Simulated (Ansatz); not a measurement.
# SnO (model cell, started as CsCl type): a soft mode frozen in, part 2 of 3

Which phase does SnO (model cell, started as CsCl type) fall into along its unstable mode, and how much energy does it gain?

Ansatz 0.2.0; DFT PBEsol, scalar-relativistic, plane waves, PAW.

So far, highest frequency on the path or at a solved wavevector (cm⁻¹): step 2 (the dispersion) 330. Also lowest frequency on the path (cm⁻¹): step 2 -283.

The structure was built from a prototype and need not be the compound's stable phase.

## 4. The mode frozen in, largest atomic shift 0.22 Å

The atoms are moved along the unstable eigenvector, the largest shift by 0.22 Å, with the cell fixed.

Contents of input.yaml:

```yaml
crystal:
  lattice:
    - [-3.0805550157, 0.0, 0.0]
    - [0.0, -3.0805550157, -3.0805550157]
    - [0.0, -3.0805550157, 3.0805550157]
  atoms:
    - { symbol: Sn, position: [0.0, 0.0026187378, -0.0026187378] }
    - { symbol: Sn, position: [0.0, 0.4973812622, 0.5026187378] }
    - { symbol: O, position: [0.5, 0.0357078512, 0.5357078512] }
    - { symbol: O, position: [0.5, 0.4642921488, -0.0357078512] }
kpoints:
  mp_grid: { grid: [12, 8, 8] }
hamiltonian:
  xc: pbesol
scf:
  occupations: { method: methfessel_paxton, width: 0.15 }
output:
  forces: true
  stress: true
  eigenvalues: true
```

Run with:

```sh
$ ansatz run input.yaml --threads 4 --pin off --max-ram 7168MiB --backend cpu --events-out ev --progress --plain --runs-dir out
```

Numbers of over 12 decimals in the logs are rounded to 6 here.

The program printed:

```text
[...]
Crystal: 4 atoms, lattice volume = 58.468 Å³
Basis set: ecut = 420 eV, 1139 PW (Γ), exchange–correlation on 48×60×60 points (8 copies of the dense FFT grid, shifted against one another)
Bands: 24, of which v1, the nominal top of the filled ones, is band 20 counted from 1 (19 counted from 0)
Symmetry: 8 space group operations
[...]
k-points: 147 of 768
[...]
--- Band table (eV; the first three rows and the last of 147) ---
  k-point 0: bands = [... 16 lower, 9.0875, 9.5567, 9.6662, 10.1226, 15.1220, 15.3348, 19.9578, 19.9583]
  k-point 1: bands = [... 16 lower, 9.1382, 9.4870, 9.8717, 10.1119, 14.9700, 15.2994, 18.9346, 19.1917]
  k-point 2: bands = [... 16 lower, 9.2742, 9.5180, 10.0733, 10.5201, 14.4715, 15.4080, 17.9251, 17.9426]
  k-point 146: bands = [... 16 lower, 7.1731, 7.6682, 10.0874, 10.3979, 15.0381, 15.2815, 15.6123, 15.7871]
[key lines of the parts left out:]
SCF converged after 7 iterations
Free energy (F): -13018.571741 eV
Fermi energy:    11.821190 eV
P = ⅓ Tr σ = 0.6342 GPa (6.342 kbar)
```

Run time: 2.4 s. Hardware: 4 threads of Arm Neoverse V2, shared host; peak memory 0.44 GiB; 8.9 s of CPU time.

This step gave:

| Item | Value |
| --- | --- |
| pressure | 0.6342 GPa |
| energy from the undistorted cell | -34.36 meV/atom |

The energy, extrapolated to zero smearing, is -34.36 meV/atom against the undistorted cell.

The run ends at a pressure of 0.63 GPa, with forces up to 0.50 eV/Å.

## 5. Energy along the mode, all amplitudes (two of the runs are shown above)

An imaginary frequency means negative curvature, so the energy should fall and then rise again as anharmonic terms take over.

This step gave:

* depth at the lowest point sampled: 34.36 meV/atom
* largest atomic shift at that point: 0.22 Å

The energy from the parent by largest atomic shift:

```csv
largest atomic shift (Å),energy from the parent (meV/atom)
0.000,0
0.040,-1.97
0.080,-7.38
0.140,-19.2
0.220,-34.4
0.320,-34.1
0.450,40.2
```

Displacement at unit largest shift by atom:

```csv
atom,x (Å),y (Å),z (Å),size
Sn1,0.00,0.00,-0.07,0.07
Sn2,0.00,0.00,0.07,0.07
O3,0.00,-1.00,0.00,1.00
O4,0.00,1.00,0.00,1.00
```

The lowest of the steps tried is at 0.22 Å, 34.4 meV/atom below the parent; the bottom of the well need not coincide with a step.

## 6. Relaxation from the frozen mode

Starting from the lowest point found, all atoms and the cell are let go, so that strain and other modes of the same symmetry can join in.

Edit input.yaml of step 4 so:

```diff
@@ -20 +20,6 @@
   eigenvalues: true
+relax:
+  adjacent_minimum: "off"
+  f_tol: 0.002
+  max_steps: 120
+  cell: { stress_tol: 0.03 }
```

The program printed:

```text
[...]
Crystal: 4 atoms, lattice volume = 58.468 Å³
Basis set: ecut = 420 eV, 1139 PW (Γ), exchange–correlation on 48×60×60 points (8 copies of the dense FFT grid, shifted against one another)
Bands: 24, of which v1, the nominal top of the filled ones, is band 20 counted from 1 (19 counted from 0)
Symmetry: 8 space group operations
[...]
k-points: 147 of 768
[...]
SCF iter   1: F=—  HF=-13018.593603 eV  |F-HF|=—  |Δ(HF+E_count)|=         —  Δρ=1.33e-2  dr2=8.85e-2  ethr=1.77e-3  ⟨swp⟩=5.7  Hψ=15794  notcnv=0
[...]
SCF iter   7: F=-13018.571741 eV  HF=-13018.571741 eV  |F-HF|=5.89e-10  |Δ(HF+E_count)|=   8.00e-8  S|Δr|=    0.00e0  Δρ=2.60e-6  dr2=3.63e-9  ethr=2.50e-10  ⟨swp⟩=5.5  Hψ=13322  notcnv=0
SCF 1 converged in 7 iterations: F = -13018.571741 eV  dr2 = 3.63e-9
[...]
relax step   1: F+E_penalty+E_count = -13018.57174138 eV  Δ(F+E_penalty+E_count) = +0.000e0 eV  max|allowed force component| = 5.033e-1 eV/Å  Δτ_max = 0.0000 Å  P = +0.634 GPa  Ω = 58.468 Å³  (7 SCF iters, dr2 threshold 1.00e-7 eV, accepted)
Crystal: 4 atoms, lattice volume = 60.527 Å³
Basis set: ecut = 420 eV, 1179 PW (Γ), exchange–correlation on 48×60×60 points (8 copies of the dense FFT grid, shifted against one another)
[...]
SCF iter   6: F=-13018.650806 eV  HF=-13018.650806 eV  |F-HF|=1.95e-9  |Δ(HF+E_count)|=   2.60e-7  S|Δr|=    0.00e0  Δρ=1.40e-5  dr2=1.07e-7  ethr=1.00e-9  ⟨swp⟩=6.8  Hψ=15635  notcnv=0
SCF 2 converged in 6 iterations: F = -13018.650806 eV  dr2 = 1.07e-7
relax step   2: F+E_penalty+E_count = -13018.65080593 eV  Δ(F+E_penalty+E_count) = -7.906e-2 eV  max|allowed force component| = 7.102e-1 eV/Å  Δτ_max = 0.0833 Å  P = -0.792 GPa  Ω = 60.527 Å³  energy of the carried Pulay correction = -6.347e-3 eV  (6 SCF iters, dr2 threshold 4.00e-7 eV, accepted)
Crystal: 4 atoms, lattice volume = 61.741 Å³
Basis set: ecut = 420 eV, 1197 PW (Γ), exchange–correlation on 48×60×60 points (8 copies of the dense FFT grid, shifted against one another)
[...]
SCF iter   7: F=-13018.781410 eV  HF=-13018.781410 eV  |F-HF|=1.05e-8  |Δ(HF+E_count)|=   2.39e-7  S|Δr|=    0.00e0  Δρ=7.98e-6  dr2=5.89e-8  ethr=1.00e-9  ⟨swp⟩=6.5  Hψ=14816  notcnv=0
SCF 3 converged in 7 iterations: F = -13018.781410 eV  dr2 = 5.89e-8
relax step   3: F+E_penalty+E_count = -13018.78140976 eV  Δ(F+E_penalty+E_count) = -1.306e-1 eV  max|allowed force component| = 3.001e-1 eV/Å  Δτ_max = 0.1423 Å  P = +0.742 GPa  Ω = 61.741 Å³  energy of the carried Pulay correction = -9.988e-3 eV  (7 SCF iters, dr2 threshold 4.00e-7 eV, accepted)
[... from here on, the SCF cycles and remarks between the steps are left out ...]
relax step   4: F+E_penalty+E_count = -13018.77523712 eV  Δ(F+E_penalty+E_count) = +6.173e-3 eV  max|allowed force component| = 3.809e-1 eV/Å  Δτ_max = 0.0458 Å  P = -2.013 GPa  Ω = 63.442 Å³  energy of the carried Pulay correction = -1.497e-2 eV  (6 SCF iters, dr2 threshold 4.00e-7 eV, rejected (line search))
relax step   5: F+E_penalty+E_count = -13018.79498283 eV  Δ(F+E_penalty+E_count) = -1.357e-2 eV  max|allowed force component| = 2.509e-2 eV/Å  Δτ_max = 0.0182 Å  P = +0.403 GPa  Ω = 61.905 Å³  energy of the carried Pulay correction = -1.047e-2 eV  (10 SCF iters, accepted)
relax step   6: F+E_penalty+E_count = -13018.79440543 eV  Δ(F+E_penalty+E_count) = +5.774e-4 eV  max|allowed force component| = 1.850e-2 eV/Å  Δτ_max = 0.0032 Å  P = -0.069 GPa  Ω = 62.233 Å³  energy of the carried Pulay correction = -1.144e-2 eV  (4 SCF iters, dr2 threshold 4.00e-7 eV, accepted)
relax step   7: F+E_penalty+E_count = -13018.79427618 eV  Δ(F+E_penalty+E_count) = +1.293e-4 eV  max|allowed force component| = 1.461e-2 eV/Å  Δτ_max = 0.0033 Å  P = +0.043 GPa  Ω = 62.277 Å³  energy of the carried Pulay correction = -1.157e-2 eV  (4 SCF iters, dr2 threshold 5.57e-8 eV, accepted)
relax step   8: F+E_penalty+E_count = -13018.79441864 eV  Δ(F+E_penalty+E_count) = -1.425e-4 eV  max|allowed force component| = 2.426e-4 eV/Å  Δτ_max = 0.0017 Å  P = -0.001 GPa  Ω = 62.242 Å³  energy of the carried Pulay correction = -1.147e-2 eV  (4 SCF iters, dr2 threshold 1.64e-8 eV, accepted)
relax step   9: F+E_penalty+E_count = -13018.83315130 eV  Δ(F+E_penalty+E_count) = -3.873e-2 eV  max|allowed force component| = 8.437e-3 eV/Å  Δτ_max = 0.0000 Å  P = +0.720 GPa  Ω = 62.242 Å³  stress off target by 1.77e0 GPa  SCF on the basis re-selected at this cell (its energy is not comparable with the rows above)  (8 SCF iters)
relax step  10: F+E_penalty+E_count = -13018.83732894 eV  Δ(F+E_penalty+E_count) = -4.178e-3 eV  max|allowed force component| = 3.376e-2 eV/Å  Δτ_max = 0.0219 Å  P = +0.342 GPa  Ω = 63.086 Å³  energy of the carried Pulay correction = -2.609e-3 eV  (5 SCF iters, dr2 threshold 4.00e-7 eV, accepted)
relax step  11: F+E_penalty+E_count = -13018.83617171 eV  Δ(F+E_penalty+E_count) = +1.157e-3 eV  max|allowed force component| = 2.030e-3 eV/Å  Δτ_max = 0.0067 Å  P = -0.083 GPa  Ω = 63.697 Å³  energy of the carried Pulay correction = -4.400e-3 eV  (5 SCF iters, dr2 threshold 4.00e-7 eV, accepted)
relax step  12: F+E_penalty+E_count = -13018.83658462 eV  Δ(F+E_penalty+E_count) = -4.129e-4 eV  max|allowed force component| = 3.492e-4 eV/Å  Δτ_max = 0.0019 Å  P = -0.014 GPa  Ω = 63.581 Å³  energy of the carried Pulay correction = -4.058e-3 eV  (4 SCF iters, dr2 threshold 8.05e-8 eV, accepted)
relax step  13: F+E_penalty+E_count = -13018.83666673 eV  Δ(F+E_penalty+E_count) = -8.210e-5 eV  max|allowed force component| = 2.936e-4 eV/Å  Δτ_max = 0.0005 Å  P = -0.005 GPa  Ω = 63.555 Å³  energy of the carried Pulay correction = -3.979e-3 eV  (4 SCF iters, dr2 threshold 3.09e-9 eV, accepted)
relax step  14: F+E_penalty+E_count = -13018.84161919 eV  Δ(F+E_penalty+E_count) = -4.952e-3 eV  max|allowed force component| = 1.789e-3 eV/Å  Δτ_max = 0.0000 Å  P = +0.111 GPa  Ω = 63.555 Å³  stress off target by 2.35e-1 GPa  SCF on the basis re-selected at this cell (its energy is not comparable with the rows above)  (7 SCF iters)
relax step  15: F+E_penalty+E_count = -13018.84114667 eV  Δ(F+E_penalty+E_count) = +4.725e-4 eV  max|allowed force component| = 5.361e-3 eV/Å  Δτ_max = 0.0037 Å  P = -0.002 GPa  Ω = 63.771 Å³  energy of the carried Pulay correction = -6.437e-4 eV  (4 SCF iters, dr2 threshold 1.38e-7 eV, accepted)
relax step  16: F+E_penalty+E_count = -13018.84107597 eV  Δ(F+E_penalty+E_count) = +7.070e-5 eV  max|allowed force component| = 1.124e-2 eV/Å  Δτ_max = 0.0009 Å  P = +0.047 GPa  Ω = 63.791 Å³  energy of the carried Pulay correction = -7.108e-4 eV  (5 SCF iters, dr2 threshold 3.51e-9 eV, rejected (line search))
relax step  17: F+E_penalty+E_count = -13018.84109913 eV  Δ(F+E_penalty+E_count) = +4.754e-5 eV  max|allowed force component| = 2.687e-4 eV/Å  Δτ_max = 0.0004 Å  P = +0.003 GPa  Ω = 63.788 Å³  energy of the carried Pulay correction = -6.962e-4 eV  (7 SCF iters, accepted)
relax step  18: F+E_penalty+E_count = -13018.84181267 eV  Δ(F+E_penalty+E_count) = -7.135e-4 eV  max|allowed force component| = 5.510e-4 eV/Å  Δτ_max = 0.0000 Å  P = +0.010 GPa  Ω = 63.788 Å³  stress off target by 3.34e-2 GPa  SCF on the basis re-selected at this cell (its energy is not comparable with the rows above)  (5 SCF iters)
relax step  19: F+E_penalty+E_count = -13018.84172391 eV  Δ(F+E_penalty+E_count) = +8.876e-5 eV  max|allowed force component| = 6.695e-4 eV/Å  Δτ_max = 0.0007 Å  P = +0.001 GPa  Ω = 63.818 Å³  energy of the carried Pulay correction = -9.276e-5 eV  (5 SCF iters, dr2 threshold 2.80e-9 eV, accepted)
[...]
SCF iter   5: F=-13018.841820 eV  HF=-13018.841820 eV  |F-HF|=1.82e-12  |Δ(HF+E_count)|=  3.64e-12  S|Δr|=    0.00e0  Δρ=7.34e-8  dr2=5.30e-12  ethr=1.00e-12  ⟨swp⟩=6.2  Hψ=15451  notcnv=0
SCF 20 converged in 5 iterations: F = -13018.841820 eV  dr2 = 5.30e-12
relax step  20: F+E_penalty+E_count = -13018.84181975 eV  Δ(F+E_penalty+E_count) = -9.585e-5 eV  max|allowed force component| = 6.877e-4 eV/Å  Δτ_max = 0.0000 Å  P = +0.002 GPa  Ω = 63.818 Å³  stress off target by 3.83e-3 GPa  SCF on the basis re-selected at this cell (its energy is not comparable with the rows above)  (5 SCF iters)
[...]
SCF converged after 5 iterations
[...]
Free energy (F): -13018.841820 eV
[...]
Internal energy: -13018.841708 eV  (E = F + TS)
E sigma→0 (E₀):  -13018.841792 eV
Entropy (-TS):   -0.000111 eV (-0.028 meV/atom)
Fermi energy:    10.443469 eV
[...]
--- Forces (eV/Å), atoms counted from 1 ---
  atom   1  Sn     0.00000000     0.00000000    -0.00068774
  atom   2  Sn     0.00000000     0.00000000     0.00068774
  atom   3  O      0.00000000     0.00024229     0.00000000
  atom   4  O      0.00000000    -0.00024229     0.00000000
  max |Σ_I F_I| component: 0.00e0 eV/Å
--- Stress (GPa, compression-positive) ---
       -0.000606       0.000000       0.000000
        0.000000       0.002624       0.000000
        0.000000       0.000000       0.003832
  P = ⅓ Tr σ = 0.0020 GPa (0.020 kbar)
--- Band table (eV; the first three rows and the last of 147) ---
  k-point 0: bands = [... 16 lower, 7.9070, 8.2003, 8.8091, 8.9906, 12.8965, 14.2875, 15.8129, 18.7378]
  k-point 1: bands = [... 16 lower, 7.9285, 8.2611, 8.8040, 8.9733, 12.9251, 14.0865, 15.6102, 17.8421]
  k-point 2: bands = [... 16 lower, 7.9821, 8.1918, 8.7886, 9.1833, 12.9700, 13.5324, 15.2685, 16.7201]
  k-point 146: bands = [... 16 lower, 6.9420, 7.7218, 8.3901, 9.0506, 12.0804, 13.5453, 14.2761, 14.5607]
--- Relaxed structure (16 steps of the walk, 14 accepted, 4 SCFs on fresh bases) ---
  F+E_penalty+E_count = -13018.84181975 eV   max|allowed force component| = 6.877e-4 eV/Å   (the final SCF, on the basis selected at the relaxed cell)
  cell:  # Å, volume = 63.8182 Å³
    - [-2.937813, 0.0, 0.0]
    - [0.0, -3.477339, -3.123510]
    - [0.0, -3.477339, 3.123510]
  atoms:
    - { symbol: Sn, position: [0, 0.020039, -0.020039] }
    - { symbol: Sn, position: [0, 0.479961, 0.520039] }
    - { symbol: O, position: [0.5, 0.071998, 0.571998] }
    - { symbol: O, position: [0.5, 0.428002, -0.071998] }
```

It took 50 s on 4 threads; peak memory 0.49 GiB.

Relaxation path:

```csv
step,energy less that of the first step (eV),largest force component (eV/Å),pressure (GPa),volume (Å³)
1,0.0000,0.5033,0.63,58.47
2,-0.0791,0.7102,-0.79,60.53
3,-0.2097,0.3001,0.74,61.74
4,-0.2035,0.3809,-2.01,63.44
5,-0.2232,0.0251,0.40,61.90
6,-0.2227,0.0185,-0.07,62.23
7,-0.2225,0.0146,0.04,62.28
8,-0.2227,0.0002,0.00,62.24
9*,-0.2614,0.0084,0.72,62.24
10,-0.2656,0.0338,0.34,63.09
11,-0.2644,0.0020,-0.08,63.70
12,-0.2648,0.0003,-0.01,63.58
13,-0.2649,0.0003,0.00,63.56
14*,-0.2699,0.0018,0.11,63.56
15,-0.2694,0.0054,0.00,63.77
16,-0.2693,0.0112,0.05,63.79
17,-0.2694,0.0003,0.00,63.79
18*,-0.2701,0.0006,0.01,63.79
19,-0.2700,0.0007,0.00,63.82
20*,-0.2701,0.0007,0.00,63.82
```

Relaxation steps marked * repeat the geometry before them on a plane-wave basis chosen anew for their cell, so energy and pressure can jump there. Relaxation steps 4, 16 were tried and not accepted.

Forces are held to the 8 operations that the run works with; a distortion that breaks them can't arise in this run.

```csv
cell as run,before,after,change
a (Å),3.081,2.938,-4.6 %
b (Å),4.357,4.674,+7.3 %
c (Å),4.357,4.674,+7.3 %
α (°),90.00,83.86,-6.8 %
volume (Å³/atom),14.62,15.95,+9.2 %
```

The atoms that moved most (Å, as changes of fractional coordinates times the final cell):

```csv
atom,dx,dy,dz,length
O4,0.000,0.252,0.000,0.252
O3,0.000,-0.252,0.000,0.252
Sn2,0.000,0.000,0.109,0.109
Sn1,0.000,0.000,-0.109,0.109
```

Final coordinates:

```xyz
4
Lattice="-2.9378 0.0000 0.0000 0.0000 -3.4773 -3.1235 0.0000 -3.4773 3.1235" Properties=species:S:1:pos:R:3 pbc="T T T"
Sn    0.0000    0.0000   -0.1252
Sn    0.0000   -3.4773    0.1252
O    -1.4689   -2.2394    1.5618
O    -1.4689   -1.2379   -1.5618
```

Numbers from this step:

```yaml
pressure: 0.001950 GPa
volume_per_atom: 15.95 Å³
```

The distorted start has space group Cmmm; the relaxation ends in Cmmm.

## 7. The new phase in its own primitive cell

The relaxed structure is symmetrised, reduced to its primitive cell and relaxed tightly, as its phonons need.

input.yaml, the sections that differ from step 6:

```yaml
crystal:
  lattice:
    - [3.1235102797, -3.4773394612, 0.0]
    - [3.1235102797, 3.4773394612, 0.0]
    - [0.0, 0.0, 2.9378134181]
  atoms:
    - { symbol: Sn, position: [0.2299607811, 0.2299607811, 0.0] }
    - { symbol: Sn, position: [0.7700392189, 0.7700392189, 0.0] }
    - { symbol: O, position: [0.8219978576, 0.1780021424, 0.5] }
    - { symbol: O, position: [0.1780021424, 0.8219978576, 0.5] }
kpoints:
  mp_grid: { grid: [8, 8, 12] }
relax:
  adjacent_minimum: "off"
  f_tol: 0.001
  max_steps: 60
  cell: { stress_tol: 0.01 }
# hamiltonian, scf, output: as in step 6
```

The program printed:

```text
[...]
Crystal: 4 atoms, lattice volume = 63.818 Å³
Basis set: ecut = 420 eV, 1265 PW (Γ), exchange–correlation on 64×64×40 points (8 copies of the dense FFT grid, shifted against one another)
Bands: 24, of which v1, the nominal top of the filled ones, is band 20 counted from 1 (19 counted from 0)
Symmetry: 8 space group operations
[...]
k-points: 147 of 768
[...]
--- Relaxed structure (1 steps of the walk, 1 accepted, 1 SCFs on fresh bases) ---
[...]
cell:  # Å, volume = 63.8182 Å³
    - [3.1235102797, -3.4773394612, 0.0]
    - [3.1235102797, 3.4773394612, 0.0]
    - [0.0, 0.0, 2.9378134181]
  atoms:
    - { symbol: Sn, position: [0.229961, 0.229961, 0.0] }
    - { symbol: Sn, position: [0.7700392189, 0.7700392189, 0.0] }
    - { symbol: O, position: [0.8219978576, 0.178002, 0.5] }
    - { symbol: O, position: [0.178002, 0.8219978576, 0.5] }
[key lines of the parts left out:]
SCF converged after 7 iterations
Free energy (F): -13018.841820 eV
Fermi energy:    10.443469 eV
P = ⅓ Tr σ = 0.0020 GPa (0.020 kbar)
```

Run time: 5.9 s. Hardware: 4 threads; peak memory 0.49 GiB; 23 s of CPU time.

Little changed from the start: no atom moved by 0.005 Å and no cell edge by 0.1 %.

This step gave:

```yaml
pressure: 0.001951 GPa
```

The largest force component left is 0.69 meV/Å and the pressure is 0.002 GPa, within the tolerances set. The cell now holds 15.95 Å³/atom.

[end of part 2 of 3]

[Logs are printed without paths, hosts, clocks, repeated set-up lines and the standing remarks that a program may print on its own settings, such as how far it seeks lower states.]

[Hosts, paths, dates, database ids (printed as entryN), source tags and the programs' standing remarks are cut or masked in the printed files.]
